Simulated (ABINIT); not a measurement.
## Beyond one shot: MoS2 (P6_3/mmc)

How far does self-consistency move the gap of MoS2 (P6_3/mmc)?

Calculated with ABINIT 10.8.3; PBE and many-body steps on it, plane waves.

The database entry behind the starting cell differs from later determinations by our own check (about 0.3 % long), so it need not match the best structure at ambient conditions.

## 1. The starting structure

The structure is hexagonal, space group P6_3/mmc (No. 194). The conventional cell has a = 3.169 Å, b = 3.169 Å, c = 12.324 Å, α = 90.00°, β = 90.00°, γ = 120.00°. Nearest to Mo lie 6 S at 2.41 Å. S has 3 Mo at 2.41 Å nearest. Farther neighbours and most contacts between anions are not listed.

The cell and positions come from the Crystallography Open Database and are kept as given unless a step says otherwise.

## 2. Empty states on the mesh, 6×6×1 mesh, 170 bands

This step: ABINIT 10.8.3; DFT, PBE, plane waves, norm-conserving pseudopotentials.

The sums over transitions need many empty states on a uniform mesh; this step solves for them.

Input file run.abi:

```
acell 3*1.0 Angstrom
rprim 
  3.169000000004 -0.000000000001 0.000000000000
  -1.584500000001 2.744434504597 0.000000000000
  0.000000000000 0.000000000000 12.324000000000
ntypat 2
znucl 42 16
natom 6
typat 1 1 2 2 2 2
xred 
  0.333333333333 0.666666666667 0.250000000000
  0.666666666667 0.333333333333 0.750000000000
  0.333333333333 0.666666666667 0.623000000000
  0.666666666667 0.333333333333 0.123000000000
  0.333333333333 0.666666666667 0.877000000000
  0.666666666667 0.333333333333 0.377000000000
pp_dirpath "pseudos"
pseudos "Mo.upf, S.upf"
ecut 36
ngkpt 6 6 1
nshiftk 1
shiftk 0 0 0
kptopt 1
chksymbreak 0
iscf -2
irdden 1
istwfk *1
nband 170
nbdbuf 14
tolwfr 1e-09
nstep 60
prtvol 0
indata_prefix "in"
outdata_prefix "out"
tmpdata_prefix "tmp"
```

Run with:

```sh
$ OMP_NUM_THREADS=1 mpirun -n 4 abinit run.abi > log
```

Numbers of over 12 decimals in the logs are rounded to 6 here.

The log of the run:

```text
.Version 10.8.3 of ABINIT. v10.8.2 released Aug 2026.

 Symmetries : space group P6_3/m m c (#194); Bravais hP (primitive hexag.)
[... echo of the input left out ...]
== DATASET  1 ==================================================================
-   mpi_nproc: 4, omp_nthreads: 1 (-1 if OMP is not activated)

--- !DatasetInfo
iteration_state: {dtset: 1, }
dimensions: {natom: 6, nkpt: 7, mband: 170, nsppol: 1, nspinor: 1, nspden: 1, mpw: 7481, }
cutoff_energies: {ecut:  36.0, pawecutdg:  -1.0, }
[...]
2.33291    2.36622    2.36622    2.37661    2.39030    2.39740    2.40556    2.40556
   2.40764    2.43577    2.43577    2.44051    2.45265    2.48615    2.48636    2.49217
   2.49248    2.51687
 prteigrs : prtvol=0 or 1, do not print more k-points.

== END DATASET(S) ==============================================================
================================================================================

 -outvars: echo values of variables after computation  --------
            nband         170
             nkpt           7
          spgroup         194
 [... the other variables as echoed above ...]

 Calculation completed.
```

Elapsed: 86 s, on 4 MPI ranks of Arm Neoverse V2, shared host; peak memory 0.5 GiB.

Numbers from this step:

| Quantity | Value |
| --- | --- |
| gap | 0.8887 eV |
| k of the valence top | 0, 0, 0 |
| k of the conduction bottom | 0.1667, 0.1667, 0 |
| least direct gap | 1.654 eV |
| k points computed | 7 |
| lowest point of the top converged band, above the valence top | 53.7942 eV |

On this mesh the gap is 0.889 eV.

The density comes from a self-consistent run that is not shown.

## 3. Screening, 6×6×1 mesh, 156 bands, screening to 130.6 eV

The RPA dielectric matrix is built and inverted for each q.

This step: RPA screening on PBE, plane waves, norm-conserving pseudopotentials.

run.abi, as its differences from that of step 2:

```diff
@@ -24,10 +24,11 @@
 chksymbreak 0
-iscf -2
-irdden 1
 istwfk *1
-nband 170
-nbdbuf 14
-tolwfr 1e-09
-nstep 60
-prtvol 0
+occopt 1
+irdwfk 1
+optdriver 3
+nband 156
+ecuteps 4.8
+inclvkb 2
+awtr 1
+symchi 1
 indata_prefix "in"
```

The log of the run:

```text
.Version 10.8.3 of ABINIT. v10.8.2 released Aug 2026.

 Symmetries : space group P6_3/m m c (#194); Bravais hP (primitive hexag.)
[... echo of the input left out ...]
== DATASET  1 ==================================================================
-   mpi_nproc: 4, omp_nthreads: 1 (-1 if OMP is not activated)

--- !DatasetInfo
iteration_state: {dtset: 1, }
dimensions: {natom: 6, nkpt: 7, mband: 156, nsppol: 1, nspinor: 1, nspden: 1, mpw: 7481, }
cutoff_energies: {ecut:  36.0, pawecutdg:  -1.0, }
electrons: {nelect:   5.20000000E+01, charge:   0.00000000E+00, occopt:   1.00000000E+00, tsmear:   1.00000000E-02, }

 SCREENING: Calculation of the susceptibility and dielectric matrices

 Based on a program developped by R.W. Godby, V. Olevano, G. Onida, and L. Reining.
 Incorporated in ABINIT by V. Olevano, G.-M. Rignanese, and M. Torrent.
.Using double precision arithmetic ; gwpc =  8

[... cell and pseudopotentials left out ...]
--------------------------------------------------------------------------------

 ==== K-mesh for the wavefunctions ====
 Number of points in the irreducible wedge :     7
[... list of points left out ...]
 Together with 24 symmetry operations and time-reversal symmetry
 yields    36 points in the full Brillouin Zone.

 ==== Q-mesh for the screening function ====
 Number of points in the irreducible wedge :     7
[... list of points left out ...]
 Together with 24 symmetry operations and time-reversal symmetry
 yields    36 points in the full Brillouin Zone.

 setmesh: FFT mesh size selected  =    20x   20x   90
          total number of points  =        36000

 vcoul_init : cutoff-mode = AUXILIARY_FUNCTION
 q-points for optical limit:   1
     1)      0.000010    0.000020    0.000030

- screening: taking advantage of time-reversal symmetry
- Maximum band index for partially occupied states nbvw = 26
- Remaining bands to be divided among processors   nbcw = 130
- Number of bands treated by each node ~32

 Number of electrons calculated from density =   52.0000; Expected =   52.0000
 average of density, n =  0.071892
 r_s =    1.4919
 omega_plasma =   25.8640 [eV]

 calculating chi0 at frequencies [eV] :
  1    0.000000E+00    0.000000E+00
  2    0.000000E+00    2.586399E+01

--------------------------------------------------------------------------------
  q-point number  1        q = ( 0.000000, 0.000000, 0.000000) [r.l.u.]
--------------------------------------------------------------------------------
[... chi0 elements left out ...]
 For q-point:  0.000010 0.000020 0.000030
  dielectric constant =  14.5215
  dielectric constant without local fields =  16.2943

  Average fulfillment of the sum rule on Im[epsilon] for q-point    1 :     77.14  [%]
[... wings left out ...]
  q-point number  2        q = ( 0.166667, 0.000000, 0.000000) [r.l.u.]
--------------------------------------------------------------------------------
[... chi0 elements left out ...]
  Average fulfillment of the sum rule on Im[epsilon] for q-point    2 :     79.73  [%]

 [... 5 further q-points ...]
```

Elapsed: 2 min, on 4 MPI ranks; peak memory 1.6 GiB.

Numbers from this step:

| Quantity | Value |
| --- | --- |
| ε∞ with local fields, on this mesh, along the program's q direction | 14.52 |
| the same without local fields | 16.29 |
| plasma frequency | 25.86 eV |
| plane waves in the screening matrix | 341 |

Local fields lower ε∞ by 11 %. On a Γ-centred mesh this coarse the value itself is usually too large, while a short band sum pulls it down.

## 4. G0W0

The self-energy is evaluated for the states that the input lists, and the levels follow from it, in one-shot runs by the linearised quasiparticle equation.

This step: G0W0 on PBE, plane waves, norm-conserving pseudopotentials.

run.abi, as its differences from that of step 3:

```diff
@@ -27,8 +27,19 @@
 irdwfk 1
-optdriver 3
+optdriver 4
 nband 156
+gwcalctyp 0
+ecutsigx 36
+symsigma 1
+nkptgw 3
+kptgw 
+  0.0000000000 0.0000000000 0.0000000000
+  0.1666666667 0.1666666667 0.0000000000
+  0.3333333333 0.3333333333 0.0000000000
+bdgw 
+  25 28
+  25 28
+  25 28
 ecuteps 4.8
-inclvkb 2
-awtr 1
-symchi 1
+irdscr 1
+ppmodel 1
 indata_prefix "in"
```

The log of the run:

```text
.Version 10.8.3 of ABINIT. v10.8.2 released Aug 2026.

 Symmetries : space group P6_3/m m c (#194); Bravais hP (primitive hexag.)
[... echo of the input left out ...]
== DATASET  1 ==================================================================
-   mpi_nproc: 4, omp_nthreads: 1 (-1 if OMP is not activated)

--- !DatasetInfo
iteration_state: {dtset: 1, }
dimensions: {natom: 6, nkpt: 7, mband: 156, nsppol: 1, nspinor: 1, nspden: 1, mpw: 7481, }
cutoff_energies: {ecut:  36.0, pawecutdg:  -1.0, }
electrons: {nelect:   5.20000000E+01, charge:   0.00000000E+00, occopt:   1.00000000E+00, tsmear:   1.00000000E-02, }

 SIGMA: Calculation of the GW corrections

 Based on a program developped by R.W. Godby, V. Olevano, G. Onida, and L. Reining.
 Incorporated in ABINIT by V. Olevano, G.-M. Rignanese, and M. Torrent.
.Using double precision arithmetic ; gwpc =  8

[... cell and pseudopotentials left out ...]
--------------------------------------------------------------------------------

 ==== K-mesh for the wavefunctions ====
 Number of points in the irreducible wedge :     7
[... list of points left out ...]
 Together with 24 symmetry operations and time-reversal symmetry
 yields    36 points in the full Brillouin Zone.

 ==== Q-mesh for screening function ====
 Number of points in the irreducible wedge :     7
[... list of points left out ...]
 Together with 24 symmetry operations and time-reversal symmetry
 yields    36 points in the full Brillouin Zone.

 vcoul_init : cutoff-mode = AUXILIARY_FUNCTION
 q-points for optical limit:   1
     1)      0.000010    0.000020    0.000030
 setmesh: FFT mesh size selected  =    32x   32x  128
          total number of points  =       131072

 Number of electrons calculated from density =   52.0000; Expected =   52.0000
 average of density, n =  0.071892
 r_s =    1.4919
 omega_plasma =   25.8640 [eV]

 === KS Band Gaps ===
  >>>> For spin  1
   Minimum direct gap =   1.6539 [eV], located at k-point      :   0.3333  0.3333  0.0000
   Fundamental gap    =   0.8888 [eV], Top of valence bands at :   0.0000  0.0000  0.0000
                                       Bottom of conduction at :   0.1667  0.1667  0.0000
 SIGMA fundamental parameters:
 PLASMON POLE MODEL  1
 number of plane-waves for SigmaX                 7437
 number of plane-waves for SigmaC and W            341
 number of plane-waves for wavefunctions          7437
 number of bands                                   156
 number of independent spin polarizations            1
 number of spinorial components                      1
 number of k-points in IBZ                           7
 number of q-points in IBZ                           7
 number of symmetry operations                      24
 number of k-points in BZ                           36
 number of q-points in BZ                           36
 number of frequencies for dSigma/dE                 9
 frequency step for dSigma/dE [eV]                0.25
 number of omega for Sigma on real axis              0
 max omega for Sigma on real axis  [eV]           0.00
 zcut for avoiding poles [eV]                     0.10

 EPSILON^-1 parameters (SCR file):
 dimension of the eps^-1 matrix on file            341
 dimension of the eps^-1 matrix used               341
 number of plane-waves for wavefunctions          7437
 number of bands                                   156
 number of q-points in IBZ                           7
 number of frequencies                               2
 number of real frequencies                          1
 number of imag frequencies                          1

 matrix elements of self-energy operator (all in [eV])

 Perturbative Calculation

--- !SelfEnergy_ee
iteration_state: {dtset: 1, }
kpoint     : [   0.000,    0.000,    0.000, ]
spin       : 1
KS_gap     :    2.100
QP_gap     :    2.459
Delta_QP_KS:    0.360
data: !SigmaeeData |
     Band     E0 <VxcDFT>   SigX SigC(E0)      Z dSigC/dE  Sig(E)    E-E0       E
       25   7.290 -15.411 -16.658   1.470   0.777  -0.288 -15.238   0.173   7.463
       26   8.434 -16.391 -17.086   1.015   0.774  -0.291 -16.144   0.247   8.682
       27  10.534 -15.683 -11.194  -3.709   0.778  -0.285 -15.076   0.607  11.141
       28  10.534 -15.683 -11.194  -3.709   0.778  -0.285 -15.076   0.607  11.141

--- !SelfEnergy_ee
iteration_state: {dtset: 1, }
kpoint     : [   0.167,    0.167,    0.000, ]
spin       : 1
KS_gap     :    2.343
QP_gap     :    2.656
Delta_QP_KS:    0.313
data: !SigmaeeData |
     Band     E0 <VxcDFT>   SigX SigC(E0)      Z dSigC/dE  Sig(E)    E-E0       E
       25   6.952 -16.023 -17.484   1.726   0.773  -0.294 -15.818   0.204   7.156
       26   6.980 -16.154 -17.551   1.702   0.773  -0.294 -15.919   0.235   7.215
[...]
--- !SelfEnergy_ee
iteration_state: {dtset: 1, }
kpoint     : [   0.333,    0.333,    0.000, ]
spin       : 1
KS_gap     :    1.654
QP_gap     :    2.164
Delta_QP_KS:    0.510
data: !SigmaeeData |
     Band     E0 <VxcDFT>   SigX SigC(E0)      Z dSigC/dE  Sig(E)    E-E0       E
[...]
26   7.832 -16.516 -17.090   0.962   0.776  -0.288 -16.216   0.301   8.133
       27   9.486 -17.609 -13.378  -3.184   0.775  -0.291 -16.798   0.811  10.297
       28   9.486 -17.609 -13.378  -3.184   0.775  -0.291 -16.798   0.811  10.297

== END DATASET(S) ==============================================================
================================================================================

 -outvars: echo values of variables after computation  --------
           etotal      0.0000000000E+00
            nband         156
             nkpt           7
          spgroup         194
 [... the other variables as echoed above ...]

 Calculation completed.
```

It took 33 s on 4 MPI ranks; peak memory 1.3 GiB.

This step gave:

```yaml
g0w0_gap_on_the_points_computed: 1.189 eV
starting_gap_on_the_mesh: 0.8887 eV
k_of_the_valence_top: 0, 0, 0
k_of_the_conduction_bottom: 0.1667, 0.1667, 0
z_at_the_valence_top: 0.774
z_at_the_conduction_bottom: 0.783
least_direct_g0w0_gap_on_the_computed_points: 2.164 eV
```

The gap on the mesh goes from 0.89 eV to 1.19 eV, a correction of +0.30 eV.

## 5. evGW0, cycle 1

This step: evGW0 on PBE, plane waves, norm-conserving pseudopotentials.

run.abi, as its differences from that of step 4:

```diff
@@ -29,14 +29,22 @@
 nband 156
-gwcalctyp 0
+gwcalctyp 10
 ecutsigx 36
 symsigma 1
-nkptgw 3
+nkptgw 7
 kptgw 
   0.0000000000 0.0000000000 0.0000000000
+  0.1666666667 0.0000000000 0.0000000000
+  0.3333333333 0.0000000000 0.0000000000
+  0.5000000000 0.0000000000 0.0000000000
   0.1666666667 0.1666666667 0.0000000000
+  0.3333333333 0.1666666667 0.0000000000
   0.3333333333 0.3333333333 0.0000000000
 bdgw 
-  25 28
-  25 28
-  25 28
+  13 34
+  13 34
+  13 34
+  13 34
+  13 34
+  13 34
+  13 34
 ecuteps 4.8
```

The log of the run:

```text
.Version 10.8.3 of ABINIT. v10.8.2 released Aug 2026.

 Symmetries : space group P6_3/m m c (#194); Bravais hP (primitive hexag.)
[... echo of the input left out ...]
== DATASET  1 ==================================================================
-   mpi_nproc: 4, omp_nthreads: 1 (-1 if OMP is not activated)

--- !DatasetInfo
iteration_state: {dtset: 1, }
dimensions: {natom: 6, nkpt: 7, mband: 156, nsppol: 1, nspinor: 1, nspden: 1, mpw: 7481, }
cutoff_energies: {ecut:  36.0, pawecutdg:  -1.0, }
electrons: {nelect:   5.20000000E+01, charge:   0.00000000E+00, occopt:   1.00000000E+00, tsmear:   1.00000000E-02, }

 SIGMA: Calculation of the GW corrections

 Based on a program developped by R.W. Godby, V. Olevano, G. Onida, and L. Reining.
 Incorporated in ABINIT by V. Olevano, G.-M. Rignanese, and M. Torrent.
.Using double precision arithmetic ; gwpc =  8

[... cell and pseudopotentials left out ...]
--------------------------------------------------------------------------------

 ==== K-mesh for the wavefunctions ====
 Number of points in the irreducible wedge :     7
[... list of points left out ...]
 Together with 24 symmetry operations and time-reversal symmetry
 yields    36 points in the full Brillouin Zone.

 ==== Q-mesh for screening function ====
 Number of points in the irreducible wedge :     7
[... list of points left out ...]
 Together with 24 symmetry operations and time-reversal symmetry
 yields    36 points in the full Brillouin Zone.

 vcoul_init : cutoff-mode = AUXILIARY_FUNCTION
 q-points for optical limit:   1
     1)      0.000010    0.000020    0.000030
 setmesh: FFT mesh size selected  =    32x   32x  128
          total number of points  =       131072

 Number of electrons calculated from density =   52.0000; Expected =   52.0000
[...]
Band     E_DFT   <VxcDFT>   E(N-1)  <Hhartree>   SigX  SigC[E(N-1)]    Z     dSigC/dE  Sig[E(N)]  DeltaE  E(N)_pert E(N)_diago
[...]
--- !SelfEnergy_ee
iteration_state: {dtset: 1, }
kpoint     : [   0.333,    0.333,    0.000, ]
spin       : 1
KS_gap     :    1.654
QP_gap     :    2.164
Delta_QP_KS:    0.510
data: !SigmaeeData |
     Band     E_DFT   <VxcDFT>   E(N-1)  <Hhartree>   SigX  SigC[E(N-1)]    Z     dSigC/dE  Sig[E(N)]  DeltaE  E(N)_pert E(N)_diago
[...]
33    12.655   -17.736    12.655    30.391   -11.578    -5.039     0.763    -0.311   -16.882     0.854    13.509    13.775
       34    12.655   -17.736    12.655    30.391   -11.578    -5.039     0.763    -0.311   -16.882     0.854    13.509    13.775

 New Fermi energy :        3.450165E-01 Ha ,    9.388378E+00 eV

 === QP Band Gaps ===
  >>>> For spin  1
   Minimum direct gap =   2.3132 [eV], located at k-point      :   0.3333  0.3333  0.0000
   Fundamental gap    =   1.2691 [eV], Top of valence bands at :   0.0000  0.0000  0.0000
                                       Bottom of conduction at :   0.1667  0.1667  0.0000

 writing QP data on file : out_QPS

 Convergence of QP corrections
 >>>>> For spin  1 <<<<<
.  kptgw no:  1; Maximum DeltaE = (   0.087   0.000) for band index: 16
.  kptgw no:  2; Maximum DeltaE = (   0.068   0.000) for band index: 20
.  kptgw no:  3; Maximum DeltaE = (  -0.078   0.000) for band index: 22
.  kptgw no:  4; Maximum DeltaE = (  -0.336   0.005) for band index: 15
.  kptgw no:  5; Maximum DeltaE = (  -0.081   0.001) for band index: 20
.  kptgw no:  6; Maximum DeltaE = (  -0.247  -0.000) for band index: 17
.  kptgw no:  7; Maximum DeltaE = (  -0.348   0.000) for band index: 22

== END DATASET(S) ==============================================================
================================================================================

 -outvars: echo values of variables after computation  --------
           etotal      0.0000000000E+00
            nband         156
             nkpt           7
          spgroup         194
 [... the other variables as echoed above ...]

 Calculation completed.
```

Run time: 9.1 min. Hardware: 4 MPI ranks; peak memory 2.5 GiB.

Numbers from this step:

```
quasiparticle gap on the mesh                         : 1.269 eV
gap of the density functional on the mesh             : 0.8887 eV
k of the valence top                                  : 0, 0, 0
k of the conduction bottom                            : 0.1667, 0.1667, 0
Z at the valence top                                  : 0.774
Z at the conduction bottom                            : 0.783
least direct quasiparticle gap on the computed points : 2.313 eV
```

Against G0W0 in ABINIT (6×6×1 mesh, 156 bands, screening to 130.6 eV, Godby-Needs plasmon pole), the gap moves by +0.080 eV. This first cycle still uses the starting levels; it takes the full correction, at all points of the mesh, and its linearised value is 1.189 eV.

## 6. evGW0, cycle 2

The corrected levels of the last cycle go back in.

run.abi, as its differences from that of step 5:

```diff
@@ -52,2 +52,3 @@
 ppmodel 1
+irdqps 1
 indata_prefix "in"
```

The log of the run:

```text
.Version 10.8.3 of ABINIT. v10.8.2 released Aug 2026.

 Symmetries : space group P6_3/m m c (#194); Bravais hP (primitive hexag.)
[... echo of the input left out ...]
== DATASET  1 ==================================================================
-   mpi_nproc: 4, omp_nthreads: 1 (-1 if OMP is not activated)

--- !DatasetInfo
iteration_state: {dtset: 1, }
dimensions: {natom: 6, nkpt: 7, mband: 156, nsppol: 1, nspinor: 1, nspden: 1, mpw: 7481, }
cutoff_energies: {ecut:  36.0, pawecutdg:  -1.0, }
[...]
.  kptgw no:  5; Maximum DeltaE = (   0.028  -0.000) for band index: 22
.  kptgw no:  6; Maximum DeltaE = (   0.031   0.000) for band index: 18
.  kptgw no:  7; Maximum DeltaE = (   0.067  -0.001) for band index: 21

== END DATASET(S) ==============================================================
================================================================================

 -outvars: echo values of variables after computation  --------
           etotal      0.0000000000E+00
            nband         156
             nkpt           7
          spgroup         194
 [... the other variables as echoed above ...]

 Calculation completed.
```

The job ended after 9.1 min (4 MPI ranks; peak memory 2.5 GiB).

This step gave:

```
quasiparticle gap on the mesh                         : 1.216 eV
gap of the density functional on the mesh             : 0.8887 eV
k of the valence top                                  : 0, 0, 0
k of the conduction bottom                            : 0.1667, 0.1667, 0
least direct quasiparticle gap on the computed points : 2.196 eV
```

Against the cycle before, the gap moves by −0.053 eV.

[end of part 1 of 2]

[Paths, hosts, dates, memory and timing lines, banners, echoed tables and standing remarks are left out of the program output.]

[Logs are printed without paths, hosts, clocks, repeated set-up lines and the standing remarks that a program may print on its own settings, such as how far it seeks lower states.]

[Runs of the session that timed out or met a known fault of the program may be left out.]

[Hosts, paths, dates, database ids (printed as entryN), source tags and the programs' standing remarks are cut or masked in the printed files.]

[G0W0 gaps are taken among the corrected bands and points alone; a level outside them can change the order at an edge.]

[Where Ansatz stands beside ABINIT at settings called matched, ABINIT's density can come from a denser mesh and the files from another edition; pairs whose starting gaps differed by over 0.03 eV were left out, so agreement reads better than it is.]
